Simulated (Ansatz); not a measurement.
# Phonons of As (R-3m, 2 atoms in the cell) against volume, part 2 of 3

Aim: how do the optical modes of As (R-3m, 2 atoms in the cell) move with volume?

Ansatz 0.2.0; DFT PBEsol, scalar-relativistic, plane waves, PAW; PAW set soft_1.

So far. Step 3 (Tight relaxation): The largest force component left is 0.18 meV/Å and the pressure is 0.003 GPa, within the tolerances set. The cell now holds 20.85 Å³/atom.

The database entry behind the starting cell differs from later determinations by our own check (old inner coordinate), so it need not match the best structure at ambient conditions.

## (4) Zone-centre response at rest

Phonons follow from the second derivative of the energy, found here by linear response.

The modes at rest are the reference of the series.

input.yaml reads:

```yaml
crystal:
  lattice:
    - [1.8911109088, 1.0918333923, 3.3664164511]
    - [-1.8911109088, 1.0918333923, 3.3664164511]
    - [0.0, -2.1836667846, 3.3664164511]
  atoms:
    - { symbol: As, position: [0.769787215, 0.769787215, 0.769787215] }
    - { symbol: As, position: [0.230212785, 0.230212785, 0.230212785] }
kpoints:
  mp_grid: { grid: [15, 15, 15] }
hamiltonian:
  xc: pbesol
  pseudopotentials: { kind: paw, azcp: { folder: soft_1 }, xc_functional: pbe }
scf:
  occupations: { method: methfessel_paxton, width: 0.2 }
output:
  eigenvalues: true
phonons:
  method: dfpt
```

Launch:

```console
$ ansatz run input.yaml --threads 4 --pin off --max-ram 10240MiB --backend cpu --events-out ev --progress --plain --runs-dir out
```

Numbers of over 12 decimals in the logs are rounded to 6 here.

What it wrote:

```text
[...]
Crystal: 2 atoms, lattice volume = 41.705 Å³
Basis set: ecut = 420 eV, 821 PW (Γ), exchange–correlation on 54×54×54 points (8 copies of the dense FFT grid, shifted against one another)
Bands: 19, of which v1, the nominal top of the filled ones, is band 15 counted from 1 (14 counted from 0)
Symmetry: 12 space group operations
k-points: 904 of 3375 (irreducible under 2 space group operations, time reversal used)
[...]
SCF iter   1: F=—  HF=-9626.071438 eV  |F-HF|=—  |Δ(HF+E_count)|=         —  Δρ=2.27e-2  dr2=1.33e-1  ethr=3.10e-3  ⟨swp⟩=5.0  Hψ=78403  notcnv=0
[...]
SCF iter  11: F=-9626.055814 eV  HF=-9626.055814 eV  |F-HF|=1.82e-12  |Δ(HF+E_count)|=  1.09e-11  S|Δr|=    0.00e0  Δρ=6.67e-8  dr2=2.82e-12  ethr=1.00e-12  ⟨swp⟩=5.0  Hψ=73599  notcnv=0
SCF 1 converged in 11 iterations: F = -9626.055814 eV  dr2 = 2.82e-12
[...]
DFPT response loops at Γ: preconditioner auto → Kerker (q_TF=auto, 2.583 Å⁻¹) (partly filled bands, converged f_vac=0.001); β = 1.00, the filter's whole step (`scf.mixing.beta` (0.50) is not read by the response loops under this deck's `scf.mixing.preconditioner`; to damp them name `kerker` or `kerker_dos`, under which they read `scf.mixing.beta`, and type it under 1.00, their step now; both keys bind the ground state too); Broyden in place of MSR1
SCF converged after 11 iterations
[...]
Free energy (F): -9626.055814 eV
[...]
Internal energy: -9626.057203 eV  (E = F + TS)
E sigma→0 (E₀):  -9626.056161 eV
Entropy (-TS):   0.001389 eV (0.694 meV/atom)
Fermi energy:    10.536915 eV
[...]
--- Band table (eV; the first three rows and the last of 904) ---
  k-point 0: bands = [... 11 lower, 4.9602, 8.1572, 8.4688, 8.4688, 12.6359, 13.6614, 13.6614, 17.0229]
  k-point 1: bands = [... 11 lower, 4.6997, 8.1828, 8.4381, 8.5159, 12.6941, 13.5138, 13.5631, 16.6608]
  k-point 2: bands = [... 11 lower, 4.0303, 8.1498, 8.3567, 8.7134, 12.6792, 13.1715, 13.2621, 16.1844]
  k-point 903: bands = [... 11 lower, 0.1870, 7.9320, 8.6314, 10.2071, 10.9068, 11.1586, 12.7619, 18.6908]
--- Phonons (Γ-DFPT): 2 representative perturbations + reference, on 904 of 3375 k-points (Σ response iterations 6) ---
  k mesh reduced under 2 symmetry operations, with k and −k counted as one. Each operation leaves every solved perturbation unchanged. A smaller set is not used because it would not reduce the number of displacements times k-points to solve
  ASR residual: 8.267e-6 → 0.000e0 eV/Å²; symmetrization residual: 9.320e-6 eV/Å²
  ASR residual per site (eV/Å²): 8.27e-6 8.27e-6
  Γ frequencies (cm⁻¹): 0.00 0.00 0.00 164.94 164.94 235.97
  non-analytic LO–TO correction: not included (Born effective charges unavailable; polar crystals: no LO–TO splitting at Γ)
```

It took 68 s on 4 threads of Intel Xeon at 2.70GHz, shared host; peak memory 2.3 GiB.

Reading the cycles: dr2 is the Hartree energy of the density residual (eV), the measure of convergence; HF is the Harris–Foulkes estimate of the energy, which meets the free energy F at convergence.

Numbers from this step:

* sum-rule residual before enforcement: 8.27e-6 eV/Å²
* point group: -3m
* highest optical mode at the zone centre (no LO-TO term): 236.0 cm⁻¹
* lowest optical zone-centre mode: 164.9 cm⁻¹

Patterns of degenerate modes are one choice out of their space. Modes at Γ:

```
mode  frequency (cm⁻¹)  symmetry
   1               0.0  acoustic
   2               0.0  acoustic
   3               0.0  acoustic
   4             164.9        Eg
   5             164.9        Eg
   6             236.0       A1g
```

Displacements in mode 4 (164.9 cm⁻¹), the largest set to 1:
```
As1  0.00 -1.00  0.00
As2  0.00  1.00  0.00
```

Displacements in mode 6 (236.0 cm⁻¹), the largest set to 1:
```
As1  0.00  0.00  1.00
As2  0.00  0.00 -1.00
```

Before it was imposed, the acoustic sum rule was missed by 8.3e-6 eV/Å². Small misses are needed for a sound result but don't prove that mesh and cutoff are converged. The lowest optical mode is real, 165 cm⁻¹.

## (5) Relaxation of a member: 1.06 times the volume at rest

The cell is set to 1.06 times the volume at rest, and shape and atoms relax at that volume.

input.yaml, the sections that differ from step 4:

```yaml
crystal:
  lattice:
    - [1.9126213773, 1.104252467, 3.4885880942]
    - [-1.9126213773, 1.104252467, 3.4885880942]
    - [0.0, -2.2085049341, 3.4885880942]
  atoms:
    - { symbol: As, position: [0.7717300362, 0.7717300362, 0.7717300362] }
    - { symbol: As, position: [0.2282699638, 0.2282699638, 0.2282699638] }
output:
  forces: true
  stress: true
  eigenvalues: true
relax:
  adjacent_minimum: "off"
  f_tol: 0.001
  max_steps: 60
  cell: { stress_tol: 0.01, fix: [volume] }
# kpoints, hamiltonian, scf: as in step 4
# phonons: removed
```

What it wrote:

```text
[...]
Crystal: 2 atoms, lattice volume = 44.208 Å³
Basis set: ecut = 420 eV, 875 PW (Γ), exchange–correlation on 60×60×60 points (8 copies of the dense FFT grid, shifted against one another)
Bands: 19, of which v1, the nominal top of the filled ones, is band 15 counted from 1 (14 counted from 0)
Symmetry: 12 space group operations
[...]
k-points: 344 of 3375
[...]
k-point 343: bands = [... 11 lower, -0.2489, 7.1399, 7.8344, 9.4784, 10.1483, 10.5872, 11.9621, 17.4511]
--- Relaxed structure (4 steps of the walk, 4 accepted, 1 SCFs on fresh bases) ---
[...]
cell:  # Å, volume = 44.2077 Å³
    - [1.903151, 1.098785, 3.523393]
    - [-1.903151, 1.098785, 3.523393]
    - [0, -2.197570, 3.523393]
  atoms:
    - { symbol: As, position: [0.772733, 0.772733, 0.772733] }
    - { symbol: As, position: [0.227267, 0.227267, 0.227267] }
[key lines of the parts left out:]
SCF converged after 7 iterations
Free energy (F): -9626.035709 eV
Fermi energy:    9.682939 eV
P = ⅓ Tr σ = -2.3280 GPa (-23.280 kbar)
```

Elapsed: 26 s, on 4 threads; peak memory 0.59 GiB; 93 s of CPU time.

The steps of the relaxation:

```
step  energy less that of the first step (eV)  largest force component (eV/Å)  pressure (GPa)  volume (Å³)
   1                                   0.0000                          0.1118           -3.02        44.21
   2                                  -0.0014                          0.0421           -2.42        44.21
   3                                  -0.0018                          0.0035           -2.36        44.21
   4                                  -0.0018                          0.0001           -2.33        44.21
  5*                                  -0.0018                          0.0001           -2.33        44.21
```

Relaxation steps marked * repeat the geometry before them on a plane-wave basis chosen anew for their cell, so energy and pressure can jump there.

Forces are held to the 12 operations that the run works with; a distortion that breaks them can't arise in this run.

```
conventional cell, symmetrised  before   after  change
                         a (Å)   3.825   3.806  -0.5 %
                         b (Å)   3.825   3.806  -0.5 %
                         c (Å)  10.466  10.570  +1.0 %
              volume (Å³/atom)   22.10   22.10  -0.0 %
```

The atoms that moved most (Å, as changes of fractional coordinates times the final cell):

```
atom     dx     dy      dz  length
 As1  0.000  0.000   0.011   0.011
 As2  0.000  0.000  -0.011   0.011
```

The relaxed structure:

```cif
data_structure
_symmetry_space_group_name_H-M 'P 1'
_symmetry_Int_Tables_number 1
_cell_length_a 4.1525
_cell_length_b 4.1525
_cell_length_c 4.1525
_cell_angle_alpha 54.556
_cell_angle_beta 54.556
_cell_angle_gamma 54.556
_cell_volume 44.21
loop_
_atom_site_label
_atom_site_type_symbol
_atom_site_fract_x
_atom_site_fract_y
_atom_site_fract_z
_atom_site_occupancy
As1 As 0.77273 0.77273 0.77273 1
As2 As 0.22727 0.22727 0.22727 1
```

This step gave:

```yaml
pressure: -2.328 GPa
volume_per_atom: 22.10 Å³
```

The largest force component left is 0.13 meV/Å, at a pressure of -2.33 GPa.

## (6) Zone-centre modes of the member: 1.06 times the volume at rest

The zone-centre modes follow for 1.06 times the volume at rest.

input.yaml, the sections that differ from step 5:

```yaml
crystal:
  lattice:
    - [1.9031512479, 1.0987848853, 3.523393082]
    - [-1.9031512479, 1.0987848853, 3.523393082]
    - [0.0, -2.1975697706, 3.523393082]
  atoms:
    - { symbol: As, position: [0.772733472, 0.772733472, 0.772733472] }
    - { symbol: As, position: [0.227266528, 0.227266528, 0.227266528] }
output:
  eigenvalues: true
phonons:
  method: dfpt
# kpoints, hamiltonian, scf: as in step 5
# relax: removed
```

What it wrote:

```text
[...]
Crystal: 2 atoms, lattice volume = 44.208 Å³
Basis set: ecut = 420 eV, 851 PW (Γ), exchange–correlation on 60×60×60 points (8 copies of the dense FFT grid, shifted against one another)
Bands: 19, of which v1, the nominal top of the filled ones, is band 15 counted from 1 (14 counted from 0)
Symmetry: 12 space group operations
k-points: 904 of 3375 (irreducible under 2 space group operations, time reversal used)
[...]
SCF iter   1: F=—  HF=-9626.054452 eV  |F-HF|=—  |Δ(HF+E_count)|=         —  Δρ=2.27e-2  dr2=1.42e-1  ethr=3.10e-3  ⟨swp⟩=5.0  Hψ=77113  notcnv=0
[...]
SCF iter  11: F=-9626.035709 eV  HF=-9626.035709 eV  |F-HF|=1.82e-12  |Δ(HF+E_count)|=  1.46e-11  S|Δr|=    0.00e0  Δρ=1.01e-7  dr2=6.03e-12  ethr=1.00e-12  ⟨swp⟩=5.2  Hψ=68586  notcnv=0
SCF 1 converged in 11 iterations: F = -9626.035709 eV  dr2 = 6.03e-12
[...]
SCF converged after 11 iterations
[...]
Free energy (F): -9626.035709 eV
[...]
Internal energy: -9626.036658 eV  (E = F + TS)
E sigma→0 (E₀):  -9626.035946 eV
Entropy (-TS):   0.000949 eV (0.475 meV/atom)
Fermi energy:    9.682938 eV
[...]
--- Band table (eV; the first three rows and the last of 904) ---
  k-point 0: bands = [... 11 lower, 3.7199, 7.2671, 7.7220, 7.7220, 11.3817, 12.5505, 12.5505, 16.4532]
  k-point 1: bands = [... 11 lower, 3.5210, 7.3005, 7.6804, 7.6815, 11.4962, 12.4089, 12.4984, 16.0096]
  k-point 2: bands = [... 11 lower, 2.9798, 7.2533, 7.5695, 7.7469, 11.5706, 12.1396, 12.3189, 15.4261]
  k-point 903: bands = [... 11 lower, -0.2489, 7.1399, 7.8344, 9.4784, 10.1483, 10.5872, 11.9621, 17.4511]
[...]
ASR residual: 8.893e-6 → 0.000e0 eV/Å²; symmetrization residual: 5.353e-6 eV/Å²
  ASR residual per site (eV/Å²): 8.89e-6 8.89e-6
  Γ frequencies (cm⁻¹): 0.00 0.00 0.00 173.77 173.77 240.16
[...]
```

The job ended after 71 s (4 threads; peak memory 2.3 GiB; 4 min of CPU time).

Numbers from this step:

```yaml
sum_rule_residual_before_enforcement: 8.89e-6 eV/Å²
highest_optical_mode_at_the_zone_centre_no_lo_to_term: 240.2 cm⁻¹
lowest_optical_zone_centre_mode: 173.8 cm⁻¹
```

Patterns of degenerate modes are one choice out of their space. Modes at Γ:

```
mode  frequency (cm⁻¹)  symmetry
   1               0.0  acoustic
   2               0.0  acoustic
   3               0.0  acoustic
   4             173.8        Eg
   5             173.8        Eg
   6             240.2       A1g
```

The lowest optical mode is real, 174 cm⁻¹, and the highest lies at 240.2 cm⁻¹.

## (7) A member of the series: 0.9 times the volume at rest

The cell is set to 0.9 times the volume at rest, and shape and atoms relax at that volume.

input.yaml, the sections that differ from step 6:

```yaml
crystal:
  lattice:
    - [1.8486409021, 1.0673133225, 3.1705837836]
    - [-1.8486409021, 1.0673133225, 3.1705837836]
    - [0.0, -2.1346266449, 3.1705837836]
  atoms:
    - { symbol: As, position: [0.7658770801, 0.7658770801, 0.7658770801] }
    - { symbol: As, position: [0.2341229199, 0.2341229199, 0.2341229199] }
output:
  forces: true
  stress: true
  eigenvalues: true
relax:
  adjacent_minimum: "off"
  f_tol: 0.001
  max_steps: 60
  cell: { stress_tol: 0.01, fix: [volume] }
# kpoints, hamiltonian, scf: as in step 6
# phonons: removed
```

What it wrote:

```text
[...]
Crystal: 2 atoms, lattice volume = 37.535 Å³
Basis set: ecut = 420 eV, 749 PW (Γ), exchange–correlation on 54×54×54 points (8 copies of the dense FFT grid, shifted against one another)
Bands: 19, of which v1, the nominal top of the filled ones, is band 15 counted from 1 (14 counted from 0)
Symmetry: 12 space group operations
[...]
k-points: 344 of 3375
[...]
k-point 343: bands = [... 11 lower, 1.0533, 9.5092, 10.2061, 11.5854, 12.4134, 12.6973, 14.3297, 21.1836]
--- Relaxed structure (5 steps of the walk, 5 accepted, 1 SCFs on fresh bases) ---
[...]
cell:  # Å, volume = 37.5349 Å³
    - [1.853458, 1.070094, 3.154125]
    - [-1.853458, 1.070094, 3.154125]
    - [0, -2.140189, 3.154125]
  atoms:
    - { symbol: As, position: [0.764862, 0.764862, 0.764862] }
    - { symbol: As, position: [0.235138, 0.235138, 0.235138] }
[key lines of the parts left out:]
SCF converged after 5 iterations
Free energy (F): -9625.969563 eV
Fermi energy:    12.234122 eV
P = ⅓ Tr σ = 7.4669 GPa (74.669 kbar)
```

Run time: 28 s. Hardware: 4 threads; peak memory 0.55 GiB.

The steps of the relaxation:

```
step  energy less that of the first step (eV)  largest force component (eV/Å)  pressure (GPa)  volume (Å³)
   1                                   0.0000                          0.1196            8.01        37.53
   2                                  -0.0013                          0.0228            7.60        37.53
   3                                  -0.0014                          0.0044            7.47        37.53
   4                                  -0.0014                          0.0013            7.46        37.53
   5                                  -0.0014                          0.0000            7.47        37.53
  6*                                  -0.0014                          0.0001            7.47        37.53
```

Relaxation steps marked * repeat the geometry before them on a plane-wave basis chosen anew for their cell, so energy and pressure can jump there.

Forces are held to the 12 operations that the run works with; a distortion that breaks them can't arise in this run.

```
conventional cell, symmetrised  before  after  change
                         a (Å)   3.697  3.707  +0.3 %
                         b (Å)   3.697  3.707  +0.3 %
                         c (Å)   9.512  9.462  -0.5 %
              volume (Å³/atom)   18.77  18.77  -0.0 %
```

Final coordinates:

```xyz
2
Lattice="1.8535 1.0701 3.1541 -1.8535 1.0701 3.1541 0.0000 -2.1402 3.1541" Properties=species:S:1:pos:R:3 pbc="T T T"
As    0.0000    0.0000    7.2374
As    0.0000    0.0000    2.2250
```

This step gave:

| Property | Result |
| --- | --- |
| pressure | 7.467 GPa |
| volume per atom | 18.77 Å³ |

The largest force component left is 0.054 meV/Å, at a pressure of 7.47 GPa.

(Continued in part 3 of 3.)

[Logs are printed without paths, hosts, clocks, repeated set-up lines and the standing remarks that a program may print on its own settings, such as how far it seeks lower states.]

[Hosts, paths, dates, database ids (printed as entryN), source tags and the programs' standing remarks are cut or masked in the printed files.]
